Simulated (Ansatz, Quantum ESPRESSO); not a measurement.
# CsSbSe3 (Pm-3m): zone-centre phonons, part 3 of 3

Aim: the zone-centre modes of CsSbSe3 (Pm-3m).

Quantum ESPRESSO 8.0 development, patched; DFT LDA, scalar-relativistic, plane waves, PseudoDojo norm-conserving pseudopotentials.

So far, lowest optical zone-centre mode (cm⁻¹): step 6 (modes with the sum rule) -66.4; step 7 (ASR crystal) -66.4.

The structure was built from a prototype and need not be the compound's stable phase.

## Step 9: Cross-check with Ansatz

The same cell goes through another code at the same cutoff. The files are of one family, but Ansatz's library holds files of its own making for some heavy elements, so those for Sb may differ. Its k mesh is centred on Γ.

This step: DFT LDA, scalar-relativistic, plane waves, norm-conserving pseudopotentials of its library (PseudoDojo's, some remade) (Ansatz 0.2.0).

input.yaml

```yaml
crystal:
  lattice:
    - [5.3236210607, 0.0, 0.0]
    - [0.0, 5.3236210607, 0.0]
    - [0.0, 0.0, 5.3236210607]
  atoms:
    - { symbol: Cs, position: [0.0, 0.0, 0.0] }
    - { symbol: Sb, position: [0.5, 0.5, 0.5] }
    - { symbol: Se, position: [0.5, 0.5, 0.0] }
    - { symbol: Se, position: [0.5, 0.0, 0.5] }
    - { symbol: Se, position: [0.0, 0.5, 0.5] }
kpoints:
  mp_grid: { grid: [6, 6, 6] }
hamiltonian:
  xc: lda
  pseudopotentials: { kind: nc, accuracy: standard }
scf:
  occupations: { method: cold, width: 0.27211 }
output:
  eigenvalues: true
basis:
  ecutwfc: 1170.09
phonons:
  method: dfpt
```

Run with:

```sh
$ ansatz run input.yaml --threads 4 --pin off --max-ram 16384MiB --backend cpu --events-out ev --progress --plain --runs-dir out
```

Log:

```text
zone centre: on kpoints.mp_grid the ground state, and the responses unless they are solved on pairs of k-points, stand on 64 of the mesh's 216 k-points, reduced under 8 symmetry operations, with k and −k counted as one. Each operation leaves every solved displacement unchanged or reverses it
Engine: ansatz 0.2.0, x86_64-unknown-linux-gnu
Pseudopotentials: kind: nc
Pseudopotential: Cs, nc, valence charge 9, recommended cutoff 653.07327 eV (normal), Cs.nc.azcp (PseudoDojo's, or run here from an input of PseudoDojo's; its table is named by hamiltonian.pseudopotentials.accuracy)
Pseudopotential: Sb, nc, valence charge 15, recommended cutoff 1142.878222 eV (normal), Sb.nc.azcp (PseudoDojo's, or run here from an input of PseudoDojo's; its table is named by hamiltonian.pseudopotentials.accuracy)
Pseudopotential: Se, nc, valence charge 16, recommended cutoff 1170.089609 eV (normal), Se.nc.azcp (PseudoDojo's, or run here from an input of PseudoDojo's; its table is named by hamiltonian.pseudopotentials.accuracy)
Functional definition: SPW92
  exchange = slater_x
  correlation = pw_c
Crystal: 5 atoms, lattice volume = 150.876 Å³
Basis set: ecut = 1170.09 eV, 13613 PW (Γ), exchange–correlation on 120×120×120 points (8 copies of the dense FFT grid, shifted against one another)
Bands: 44, of which v1, the nominal top of the filled ones, is band 36 counted from 1 (35 counted from 0)
Symmetry: 48 space group operations
k-points: 64 of 216 (irreducible under 8 space group operations)
Non-local potential: Cs, projectors of the file, l = 0: 2, l = 1: 2, l = 2: 2, l = 3: 2
Non-local potential: Sb, projectors of the file, l = 0: 2, l = 1: 2, l = 2: 2
Non-local potential: Se, projectors of the file, l = 0: 2, l = 1: 2, l = 2: 2
Initial density: superposition of atomic densities (chi_scale 0.1, normalization cell, long waves kept (reshape's long-wave potential 0.00 eV rms))
Initial wavefunctions: pseudopotential atomic-orbital guess
Functional: x = slater, c = lda
SCF iter   1: F=—  HF=-13002.062840 eV  |F-HF|=—  |Δ(HF+E_count)|=         —  Δρ=3.44e-2  dr2=4.22e0  ethr=3.10e-3  ⟨swp⟩=9.4  Hψ=12739  notcnv=0
preconditioner: auto → LDOS  [metal: Δε(μ)=0.021 eV  Ē_g=9.976 eV  σ=0.272 eV  W_gap=0.05  n_scr=32 (ndim 8)  ℏωp=16.6 eV  f_vac=0.018  D(μ)=4.46/eV (n_scr^D=26)  β→1.0]
SCF iter   2: F=—  HF=-13000.192900 eV  |F-HF|=—  |Δ(HF+E_count)|=    1.87e0  S|Δr|=    0.00e0  Δρ=1.05e-2  dr2=2.23e-1  ethr=3.10e-3  ⟨swp⟩=4.2  Hψ=5257  notcnv=0  defer=123
SCF iter   3: F=—  HF=-13000.115497 eV  |F-HF|=—  |Δ(HF+E_count)|=   7.74e-2  S|Δr|=    0.00e0  Δρ=2.26e-3  dr2=8.55e-3  ethr=3.10e-4  ⟨swp⟩=2.0  Hψ=3955  notcnv=0  defer=123
SCF iter   4: F=—  HF=-13000.113868 eV  |F-HF|=—  |Δ(HF+E_count)|=   1.63e-3  S|Δr|=    0.00e0  Δρ=4.69e-4  dr2=1.27e-4  ethr=1.19e-5  ⟨swp⟩=3.0  Hψ=6244  notcnv=0  defer=123
SCF iter   5: F=—  HF=-13000.113810 eV  |F-HF|=—  |Δ(HF+E_count)|=   5.78e-5  S|Δr|=    0.00e0  Δρ=9.40e-5  dr2=6.00e-6  ethr=1.76e-7  ⟨swp⟩=2.1  Hψ=5311  notcnv=0  defer=114
SCF iter   6: F=—  HF=-13000.113578 eV  |F-HF|=—  |Δ(HF+E_count)|=   2.32e-4  S|Δr|=    0.00e0  Δρ=2.38e-5  dr2=4.96e-7  ethr=8.34e-9  ⟨swp⟩=2.0  Hψ=4095  notcnv=0  defer=114
SCF iter   7: F=—  HF=-13000.113578 eV  |F-HF|=—  |Δ(HF+E_count)|=   1.43e-7  S|Δr|=    0.00e0  Δρ=5.03e-6  dr2=1.60e-8  ethr=6.89e-10  ⟨swp⟩=2.1  Hψ=4225  notcnv=0  defer=114
SCF iter   8: F=—  HF=-13000.113578 eV  |F-HF|=—  |Δ(HF+E_count)|=   2.22e-9  S|Δr|=    0.00e0  Δρ=7.69e-7  dr2=4.96e-10  ethr=2.23e-11  ⟨swp⟩=2.7  Hψ=5571  notcnv=0  defer=114
SCF iter   9: F=-13000.113578 eV  HF=-13000.113578 eV  |F-HF|=1.46e-11  |Δ(HF+E_count)|=  7.64e-11  S|Δr|=    0.00e0  Δρ=8.86e-8  dr2=5.86e-12  ethr=1.00e-12  ⟨swp⟩=19.1  Hψ=24958  notcnv=0
SCF 1 converged in 9 iterations: F = -13000.113578 eV  dr2 = 5.86e-12
DFPT response loops at Γ: preconditioner auto → Kerker (q_TF=auto, 2.412 Å⁻¹) (partly filled bands, converged f_vac=0.031); β = 1.00, the filter's whole step (`scf.mixing.beta` (0.50) is not read by the response loops under this deck's `scf.mixing.preconditioner`; to damp them name `kerker` or `kerker_dos`, under which they read `scf.mixing.beta`, and type it under 1.00, their step now; both keys bind the ground state too); Broyden in place of MSR1
SCF converged after 9 iterations
Stability not checked: this state was not tested for a lower state beside it, because cold or Methfessel-Paxton smearing, or corrected tetrahedra, fill the levels in a way that the test cannot read (fill_not_monotonic; see scf.lower_state_search)
Free energy (F): -13000.113578 eV
Harris-Foulkes:  -13000.113578 eV  (|F-HF|=1.46e-11)
Internal energy: -13000.153339 eV  (E = F + TS)
E sigma→0 (E₀):  -13000.126832 eV
Entropy (-TS):   0.039762 eV (7.952 meV/atom)
Fermi energy:    6.943346 eV
--- Per-component energies (eV) ---
  E_band       = -1404.216473
  E_kinetic    = 7984.655897
  E_local      = -11413.770487  (includes V_loc(G=0)·N_el)
  E_nonlocal   = -4584.857346
  E_hartree    = 4248.508473
  E_xc         = -2743.062386
  E_vxc        = -1887.261690  (∫ρ·V_xc dr)
  E_ewald      = -6491.627491
  E_smearing   = 0.039762  (= −TS)
  E_closure    = -0.000000  (closes the sum)
  Σ components = -13000.113578   (vs F -13000.113578, Δ=0.00e0)
--- Band table (eV; the first three rows and the last of 64) ---
  k-point 0: bands = [... 32 lower, 6.3167, 6.3167, 6.6857, 6.6857, 6.6857, 11.2643, 11.3103, 11.3103, ... 4 higher]
  k-point 1: bands = [... 32 lower, 6.2013, 6.2013, 6.5036, 6.5765, 6.5765, 11.5792, 11.7150, 11.7274, ... 4 higher]
  k-point 2: bands = [... 32 lower, 5.9910, 5.9910, 6.3804, 6.3804, 6.4529, 10.6043, 12.0947, 12.3911, ... 4 higher]
  k-point 63: bands = [... 32 lower, 5.8194, 7.4518, 7.4518, 7.4518, 7.7031, 7.7031, 7.7031, 9.6958, ... 4 higher]
--- Phonons (Γ-DFPT): 4 representative perturbations + reference, on 64 of 216 k-points (Σ response iterations 12) ---
  k mesh reduced under 8 symmetry operations, with k and −k counted as one. Each operation leaves every solved displacement unchanged or reverses it
  ASR residual: 5.364e-4 → 0.000e0 eV/Å²; symmetrization residual: 9.587e-5 eV/Å²
  ASR residual per site (eV/Å²): 1.46e-4 5.36e-4 3.40e-4 3.40e-4 3.40e-4
  Γ frequencies (cm⁻¹): -66.34 -66.34 -66.34 0.00 0.00 0.00 26.60 26.60 26.60 68.63 68.63 68.63 127.19 127.19 127.19
  non-analytic LO–TO correction: not included (Born effective charges unavailable; polar crystals: no LO–TO splitting at Γ)
```

Wall time 2.4 min (4 threads of Intel Xeon 6975P-C (Granite Rapids), shared host); peak memory 4.9 GiB; 9.1 min of CPU time.

This step gave:

```
sum-rule residual before enforcement : 5.36e-4 eV/Å²
lowest optical zone-centre mode      : -66.34 cm⁻¹
```

## Step 10: Side by side: QE PseudoDojo and Ansatz, library NC

Numbers from this step:

- root-mean-square difference: 0.06 cm⁻¹
- largest difference: 0.11 cm⁻¹

The 12 of 12 modes that differ most. Frequencies side by side:

| q (reciprocal lattice) | mode | QE PseudoDojo (cm⁻¹) | Ansatz, library NC (cm⁻¹) |
| --- | --- | --- | --- |
| 0 0 0 | 1 | -66.39 | -66.34 |
| 0 0 0 | 2 | -66.39 | -66.34 |
| 0 0 0 | 3 | -66.39 | -66.34 |
| 0 0 0 | 7 | 26.49 | 26.6 |
| 0 0 0 | 8 | 26.49 | 26.6 |
| 0 0 0 | 9 | 26.49 | 26.6 |
| 0 0 0 | 10 | 68.63 | 68.63 |
| 0 0 0 | 11 | 68.63 | 68.63 |
| 0 0 0 | 12 | 68.63 | 68.63 |
| 0 0 0 | 13 | 127.2 | 127.2 |
| 0 0 0 | 14 | 127.2 | 127.2 |
| 0 0 0 | 15 | 127.2 | 127.2 |

At the zone centre the largest difference (acoustic modes at Γ apart) is 0.09 % of the highest mode.

## Step 11: What came out

```
space group after relaxation                                           : Pm-3m
volume per atom                                                        : 30.2 Å³
highest optical zone-centre mode (no LO-TO term)                       : 127.2 cm⁻¹
lowest optical zone-centre mode                                        : -66.4 cm⁻¹
imaginary optical modes at the zone centre (no q mesh in this session) : yes
largest difference from Ansatz, library NC                             : 0.11 cm⁻¹
```

**Reading.** At the LDA level the optical modes of CsSbSe3 (Pm-3m) at the zone centre run from 66i to 127 cm⁻¹, so the structure is a saddle point, with 3 modes beyond 10i cm⁻¹ there. Of the 12 optical modes, 9 are infrared active alone and 3 are silent. QE PseudoDojo and Ansatz, library NC agree to 0.11 cm⁻¹ (0.09 % of the highest mode compared) on all solved modes but the acoustic ones at Γ, without the LO-TO term. These are harmonic frequencies at zero temperature: anharmonic shifts and linewidths and thermal expansion are left out. Spin-orbit coupling is left out, which can matter for the heavy elements here. In a metal the frequencies hang on the k mesh and the smearing, most of all near Kohn anomalies. The build is a development version in which the Raman tensors of release 7.5 are mended; dynmat.x leaves out the electro-optic term of LO lines. The structure is a hypothetical one, built on a prototype.

[Host names and launcher messages were left out of these logs when they were recorded.]

[Logs are printed without paths, hosts, clocks, repeated set-up lines and the standing remarks that a program may print on its own settings, such as how far it seeks lower states.]

[Hosts, paths, dates, database ids (printed as entryN), source tags and the programs' standing remarks are cut or masked in the printed files.]
